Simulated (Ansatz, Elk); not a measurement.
## Bonding as seen by X-rays: SnIrOs

The structure of SnIrOs used here is made up (a known structure type with other elements) and was relaxed beforehand with PBEsol. The aim is the Fourier transform of its all-electron density, F(hkl), set beside the sum over free spherical atoms that refinements use.

Program: Elk 11.2.3 (patched build). Level of theory: DFT, PBE, all-electron APW+lo, Dirac cores, scalar-relativistic bands, static density, no spin. Results are calculated unless marked as measured.

The structure was built from a prototype and need not be the compound's stable phase.

## (1) The starting structure

It takes space group P-6m2 (No. 187, hexagonal). Conventional cell: a = 4.454 Å, b = 4.454 Å, c = 2.828 Å, α = 90.00°, β = 90.00°, γ = 120.00°. Nearest to Ir lie 2 Ir at 2.83 Å and 6 Sn at 2.93 Å and 6 Os at 2.93 Å. Os has 3 Sn at 2.57 Å and 2 Os at 2.83 Å and 6 Ir at 2.93 Å nearest. Sn has 3 Os at 2.57 Å and 2 Sn at 2.83 Å and 6 Ir at 2.93 Å nearest. Farther neighbours are not listed.

## (2) Ground state and structure factors

An all-electron density is needed, since X-rays see the cores too. Task 0 finds the density and task 195 Fourier-transforms it; tshift is off so that phases refer to the origin typed.

Input file elk.in:

```
tasks
  0
  195

xctype
  20

spinpol
  .false.

rgkmax
  7.0

gmaxvr
  14.0

lmaxo
  7

lmaxapw
  8

swidth
  0.002

tshift
  .false.

ramdisk
  .false.

hmaxvr
  5.5

maxscl
  120

epspot
  1e-06

sppath
  './'

avec
  8.41606932402 0.00000000000 0.00000000000
  -4.20803466201 7.28852983461 0.00000000000
  0.00000000000 0.00000000000 5.34325251572

atoms
  3
  'Ir.in'
  1
  0.6666666667 0.3333333333 0.0000000000   0.000000 0.000000 0.000000
  'Os.in'
  1
  0.0000000000 0.0000000000 0.5000000000   0.000000 0.000000 0.000000
  'Sn.in'
  1
  0.3333333333 0.6666666667 0.5000000000   0.000000 0.000000 0.000000

ngridk
  6 6 8
```

The run is started by

```bash
$ OMP_NUM_THREADS=4 elk
```

Numbers of over 12 decimals in the logs are rounded to 6 here.

Log:

```text
┌─────────────────────────┐
│ Elk code version 11.2.3 │
└─────────────────────────┘

All units are atomic (Hartree, Bohr, etc.)

┌─────────────────────────────────────────────────┐
│ Ground-state run starting from atomic densities │
└─────────────────────────────────────────────────┘

Lattice vectors :
   8.416069324       0.000000000       0.000000000
  -4.208034662       7.288529835       0.000000000
   0.000000000       0.000000000       5.343252516

Reciprocal lattice vectors :
  0.7465700513      0.4310324201      -0.000000000
   0.000000000      0.8620648402       0.000000000
   0.000000000      -0.000000000       1.175910232

Unit cell volume      :    327.7592362
Brillouin zone volume :   0.7568061737

Muffin-tin inner radius fraction :   0.1000000000E-01

Nuclei treated as point charges

Species : 1 (Ir)
 parameters loaded from : Ir.in
 name : iridium
 nuclear charge    :   -77.00000000
 electronic charge :    77.00000000
 atomic mass :    350390.1562
 muffin-tin radius :    2.646626258
 number of radial points in muffin-tin :   1393
 inner part over the whole radius :   0.9890785184E-02
 number on inner part of muffin-tin    :    998
 approximate nuclear radius :   0.1024342351E-03
 number of mesh points to nuclear radius :    524
 atomic positions (lattice), magnetic fields (Cartesian) :
  1 :   0.66666667  0.33333333  0.00000000    0.00000000  0.00000000  0.00000000

Species : 2 (Os)
 parameters loaded from : Os.in
 name : osmium
 nuclear charge    :   -76.00000000
 electronic charge :    76.00000000
 atomic mass :    346768.0767
 muffin-tin radius :    2.493565869
 number of radial points in muffin-tin :   1393
 inner part over the whole radius :   0.9961465312E-02
 number on inner part of muffin-tin    :    997
 approximate nuclear radius :   0.1019601503E-03
 number of mesh points to nuclear radius :    525
 atomic positions (lattice), magnetic fields (Cartesian) :
  1 :   0.00000000  0.00000000  0.50000000    0.00000000  0.00000000  0.00000000

Species : 3 (Sn)
 parameters loaded from : Sn.in
 name : tin
 nuclear charge    :   -50.00000000
 electronic charge :    50.00000000
 atomic mass :    216395.0922
 muffin-tin radius :    2.315454021
 number of radial points in muffin-tin :   1193
 inner part over the whole radius :   0.9980387390E-02
 number on inner part of muffin-tin    :    848
 approximate nuclear radius :   0.8828114845E-04
 number of mesh points to nuclear radius :    431
 atomic positions (lattice), magnetic fields (Cartesian) :
  1 :   0.33333333  0.66666667  0.50000000    0.00000000  0.00000000  0.00000000

Total number of atoms per unit cell :    3
Total muffin-tin volume :    194.5995326
 ratio of muffin-tin to unit cell volume :   0.5937270750

Spin treatment :
 spin-unpolarised

Number of Bravais lattice symmetries :   24
Number of crystal symmetries         :   12
Crystal has no inversion symmetry
Complex Hermitian eigensolver will be used

k-point grid :      6     6     8
k-point offset :    0.000000000       0.000000000       0.000000000
k-point set is reduced with full crystal symmetry group
Total number of k-points :       50

Muffin-tin radius times maximum |G+k| :    7.000000000
 using average radius
Maximum |G+k| for APW functions       :    2.816657280
Maximum (1/2)|G+k|²                   :    3.966779117
Maximum |G| for potential and density :    14.00000000
Constant for pseudocharge density :    9
 order of it for each species :   16  16  16
 order of it for pair densities of each species (exact exchange by exxq0 0: 17) :   11  10   8
Radial integration step length :    1

G-vector grid sizes :     40    40    24
Number of G-vectors :    15221

Maximum angular momentum used for
 APW functions            :    8
 outer part of muffin-tin :    7
 inner part of muffin-tin :    2

Total nuclear charge    :   -203.0000000
Total core charge       :    124.0000000
Total valence charge    :    79.00000000
Total excess charge     :    0.000000000
Total electronic charge :    203.0000000

[...]
total energy                :     -41320.302886126

Density of states at Fermi energy :    127.9877410
 (states/Hartree/unit cell)

Estimated indirect band gap :   0.2365889436E-02
 from k-point 10 to k-point 31
Estimated direct band gap   :   0.4115991028E-02
 at k-point 17

Charges :
 core                        :    124.0000000
 valence                     :    79.00000000
 interstitial                :    5.316231667
 muffin-tins (core leakage)
  species : 1 (Ir)
   atom 1                    :    75.84756907     (  0.5739318988E-03)
  species : 2 (Os)
   atom 1                    :    74.34898467     ( -0.1215277479E-07)
  species : 3 (Sn)
   atom 1                    :    47.48721459     (  0.3834424992E-03)
 total in muffin-tins        :    197.6837683
 total calculated charge     :    202.9985544
 total charge                :    203.0000000
 error                       :   0.1445624666E-02

RMS change in Kohn-Sham potential (target) :   0.1153181618     (  0.1000000000E-05)
Absolute change in total energy (target)   :   0.1150935943     (  0.1000000000E-03)

[... loops 3 to 15 left out ...]

┌──────────────────┐
│ Loop number : 16 │
└──────────────────┘

Energies :
 Fermi                       :     0.451236
 sum of occupied eigenvalues :     -25269.916928989
 electron kinetic            :      46478.356590223
 core electron kinetic       :      44725.617352866
 Coulomb                     :     -86941.575869155
 Coulomb potential           :     -70628.883256083
 nuclear-nuclear             :     -4213.6427789041
 electron-nuclear            :     -94934.266415835
 Hartree                     :      12206.333325584
 Madelung                    :     -51627.134241113
 xc potential                :     -1119.3902631288
 exchange                    :     -843.72746476049
 correlation                 :     -12.131129050818
 electron entropic           :    -0.19127701285501E-02
 total energy                :     -41319.079785513

Density of states at Fermi energy :    150.8798242
 (states/Hartree/unit cell)

Estimated indirect band gap :   0.9434652852E-03
 from k-point 28 to k-point 31
Estimated direct band gap   :   0.3407775639E-02
 at k-point 40

Charges :
 core                        :    124.0000000
 valence                     :    79.00000000
 interstitial                :    5.155521035
 muffin-tins (core leakage)
  species : 1 (Ir)
[...]
species : 2 (Os)
[...]
species : 3 (Sn)
[...]
total in muffin-tins        :    197.8444790
 total calculated charge     :    202.9985841
 total charge                :    203.0000000
 error                       :   0.1415925415E-02

RMS change in Kohn-Sham potential (target) :   0.1528476693E-06 (  0.1000000000E-05)
Absolute change in total energy (target)   :   0.7066407125E-04 (  0.1000000000E-03)

Convergence targets achieved

┌──────────────────┐
│ Loop number : 17 │
└──────────────────┘

Energies :
 Fermi                       :     0.451236
 sum of occupied eigenvalues :     -25269.916931312
 electron kinetic            :      46478.356594463
 core electron kinetic       :      44725.617357000
 Coulomb                     :     -86941.575871218
 Coulomb potential           :     -70628.883259379
 nuclear-nuclear             :     -4213.6427789041
 electron-nuclear            :     -94934.266417067
 Hartree                     :      12206.333324753
 Madelung                    :     -51627.134241529
 xc potential                :     -1119.3902663963
 exchange                    :     -843.72746475885
 correlation                 :     -12.131129046291
 electron entropic           :    -0.19127702267334E-02
 total energy                :     -41319.079783330

Density of states at Fermi energy :    150.8798308
 (states/Hartree/unit cell)

Estimated indirect band gap :   0.9434698189E-03
 from k-point 28 to k-point 31
Estimated direct band gap   :   0.3407767898E-02
 at k-point 40

Charges :
 core                        :    124.0000000
 valence                     :    79.00000000
 interstitial                :    5.155520950
 muffin-tins (core leakage)
  species : 1 (Ir)
   atom 1                    :    75.91821693     (  0.5444639230E-03)
  species : 2 (Os)
   atom 1                    :    74.32038033     ( -0.2368042118E-07)
  species : 3 (Sn)
   atom 1                    :    47.60588179     (  0.3675516343E-03)
 total in muffin-tins        :    197.8444791
 total calculated charge     :    202.9985841
 total charge                :    203.0000000
 error                       :   0.1415925494E-02

┌──────────────────────────────┐
│ Self-consistent loop stopped │
└──────────────────────────────┘

Warning : core states of species 1 leak from the muffin-tin :   0.5444639230E-03

Warning : core states of species 3 leak from the muffin-tin :   0.3675516343E-03

Wrote STATE.OUT
```

Elapsed: 38 s, on 4 threads of Arm Neoverse V2, shared host; peak memory 0.21 GiB.

SFACRHO.OUT:

```text

h k l indices transformed by vhmat matrix:
   1.000000000       0.000000000       0.000000000    
   0.000000000       1.000000000       0.000000000    
   0.000000000       0.000000000       1.000000000    

      h      k      l  multipl.   |H|            Re(F)            Im(F)           |F|

      0      0      0      1   0.0000000       203.00000     -0.76794925E-18   203.00000    
      0     -1      0      3  0.86206484       12.117337      -22.719887       25.749235    
      1     -1      0      3  0.86206484       12.117337       22.719887       25.749235    
      0      0     -1      2   1.1759102      -40.687435     -0.60294644E-13   40.687435    
     -1      0     -1      6   1.4580537      -74.926218       89.009264       116.34684    
     -1      1      1      6   1.4580537      -74.926218      -89.009264       116.34684    
      2     -1      0      6   1.4931401       164.10720      0.15372783E-07   164.10720    
     -2      0      0      3   1.7241297       10.967214      -20.540449       23.284970    
      2      0      0      3   1.7241297       10.967214       20.540449       23.284970    
     -1      2      1     12   1.9005873      -34.689932     -0.59322965E-07   34.689932    
     -2      2      1      6   2.0869566      -67.277059       78.589381       103.45286    
      0      2     -1      6   2.0869566      -67.277060      -78.589381       103.45286    
     -2     -1      0      6   2.2808092       10.370698       19.141413       21.770279    
     -2      3      0      6   2.2808092       10.370698      -19.141413       21.770279    
      0      0     -2      2   2.3518205       139.82145      0.97338154E-13   139.82145    
      1      0      2      6   2.5048384       10.133143      -18.731562       21.296760    
      1     -1      2      6   2.5048384       10.133142       18.731562       21.296760    
     -3      2     -1     12   2.5660973      -62.139622      -71.699823       94.879909
```

Elk indexes on the primitive cell of elk.in and gives |H| = 4π sin θ/λ in inverse bohr. Below, one row stands for each form hkl of the conventional cell (m members, Friedel mates merged), F is for one primitive cell and the density is static (no thermal factor). Free-atom factors are Waasmaier and Kirfel's, and R is Σm||F|−|F'||/Σm|F|.

| hkl | m | sin θ/λ (Å⁻¹) | abs F, DFT | neutral atoms | diff. | abs of complex diff. |
| --- | --- | --- | --- | --- | --- | --- |
| 100 | 6 | 0.130 | 25.749 | 25.630 | +0.119 | 0.120 |
| 001 | 2 | 0.177 | 40.687 | 40.680 | +0.007 | 0.007 |
| 101 | 12 | 0.219 | 116.347 | 116.499 | -0.152 | 0.155 |
| 110 | 6 | 0.225 | 164.107 | 164.586 | -0.479 | 0.479 |
| 200 | 6 | 0.259 | 23.285 | 23.351 | -0.066 | 0.102 |
| 111 | 12 | 0.286 | 34.690 | 34.788 | -0.098 | 0.098 |
| 201 | 12 | 0.314 | 103.453 | 103.684 | -0.231 | 0.240 |
| 210 | 12 | 0.343 | 21.770 | 21.883 | -0.113 | 0.113 |
| 002 | 2 | 0.354 | 139.821 | 139.785 | +0.036 | 0.036 |
| 102 | 12 | 0.377 | 21.297 | 21.314 | -0.018 | 0.018 |
| 211 | 24 | 0.386 | 94.880 | 94.911 | -0.031 | 0.064 |
| 300 | 6 | 0.389 | 133.638 | 133.726 | -0.088 | 0.088 |
| 112 | 12 | 0.419 | 128.912 | 128.829 | +0.083 | 0.083 |
| 301 | 12 | 0.427 | 28.231 | 28.167 | +0.064 | 0.066 |
| 202 | 12 | 0.439 | 20.318 | 20.300 | +0.018 | 0.019 |
| 220 | 6 | 0.449 | 124.144 | 124.159 | -0.015 | 0.015 |
| 310 | 12 | 0.467 | 19.716 | 19.832 | -0.116 | 0.127 |
| 221 | 12 | 0.483 | 26.096 | 26.009 | +0.087 | 0.087 |

## (3) The highest occupied states alone

An energy window below the Fermi level keeps the highest occupied states, to see at which angles they scatter; shallow core shells can lie inside it and anion s states outside. No new self-consistency is needed.

elk.in: that of step 2 with these lines changed.

```diff
@@ -1,3 +1,2 @@
 tasks
-  0
   195
@@ -40,2 +39,5 @@
 
+wsfac
+  0.083740 0.751240
+
 sppath
```

The run is started by

```bash
$ OMP_NUM_THREADS=4 elk
```

Log:

```text
┌─────────────────────────────────┐
│ Elk code version 11.2.3 started │
└─────────────────────────────────┘

Info(readinput): the functional depends on the density's gradient
 muffin-tin radial points multiplied by    2.00000
 (not where nrmtscf is given)

┌────────────────────┐
│ Current task : 195 │
└────────────────────┘
Info(checkmt): changed muffin-tin radius of species 1 (Ir) from   2.8000 to   2.6466
Info(checkmt): changed muffin-tin radius of species 2 (Os) from   2.8000 to   2.4936
Info(checkmt): changed muffin-tin radius of species 3 (Sn) from   2.6000 to   2.3155

Info(sfacrho): density structure factors written to SFACRHO.OUT

 Energy window :   0.8374000000E-01  0.7512400000

┌──────────────────┐
│ Elk code stopped │
└──────────────────┘
```

Wall time 6.6 s (4 threads); peak memory 0.16 GiB; 11 s of CPU time.

States within 10 eV below the Fermi level hold 19.99 electrons; any levels below the window count with the cores. Their amplitudes can exceed the total, where window and core parts have opposite phase:

| hkl | sin θ/λ (Å⁻¹) | abs F, window | abs F, all |
| --- | --- | --- | --- |
| 100 | 0.130 | 3.871 | 25.749 |
| 001 | 0.177 | 0.304 | 40.687 |
| 101 | 0.219 | 3.213 | 116.347 |
| 110 | 0.225 | 3.274 | 164.107 |
| 200 | 0.259 | 1.156 | 23.285 |
| 111 | 0.286 | 0.356 | 34.690 |
| 201 | 0.314 | 0.657 | 103.453 |
| 210 | 0.343 | 0.190 | 21.770 |
| 002 | 0.354 | 0.427 | 139.821 |
| 102 | 0.377 | 0.073 | 21.297 |

[end of part 1 of 2]

[Logs are printed without paths, hosts, clocks, repeated set-up lines and the standing remarks that a program may print on its own settings, such as how far it seeks lower states.]

[Hosts, paths, dates, database ids (printed as entryN), source tags and the programs' standing remarks are cut or masked in the printed files.]
